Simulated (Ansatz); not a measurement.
The compound is ReS2 (1H sheet).

The cell holds 3 atoms: 1 Re and 2 S. Cell: a = 2.983 Å, b = 2.983 Å, c = 30.263 Å, α = 90.0°, β = 90.0°, γ = 120.0°. Vacuum lies along c.

```xyz
3
Lattice="-2.5832 1.4914 0.0000 0.0000 -2.9829 0.0000 0.0000 0.0000 30.2634" Properties=species:S:1:pos:R:3
Re    0.0000    0.0000    9.4543
S    -0.8611   -1.4914   11.1155
S    -0.8611   -1.4914    7.7931
```

The structure was relaxed with LDA. The structure was generated from a model, not taken from a measurement. The runs that relaxed it are not among those shown. The program's search for lower electronic states was switched off, so nothing shows that the state found is the lowest. Spin-orbit coupling is left out unless a run names it. PAW set soft_2, made with PBE.

A constrained-RPA run (Ansatz 0.2.0; non-magnetic LDA; Re d + anion p, bands v8 to c3, 6×6×1 mesh, medium accuracy) builds 11 functions on bands 12 eV wide, with 15.0 electrons in the window. The bare on-site interaction is 12.9 eV and the bare J 0.50 eV.

**Question.** Estimate U, U′ and J.

On the Re d shell, U = 5.73 eV (44 % of the bare value), U′ = 5.02 eV, J = 0.37 eV.

The parent state is non-magnetic and the interaction static (zero frequency); U depends on the window and the orbitals, so it belongs to this model alone. Spin-orbit coupling, which is strong for atoms this heavy, is left out. A window that holds the anion p bands defines a model with explicit ligands; its U belongs to that model and is not the U of DFT+U.

[Paths, hosts, dates, memory and timing lines, banners, echoed tables and standing remarks are left out of the program output.]

[Logs are printed without paths, hosts, clocks, repeated set-up lines and the standing remarks that a program may print on its own settings, such as how far it seeks lower states.]

[Runs of the session that timed out or met a known fault of the program may be left out.]

[Hosts, paths, dates, database ids (printed as entryN), source tags and the programs' standing remarks are cut or masked in the printed files.]
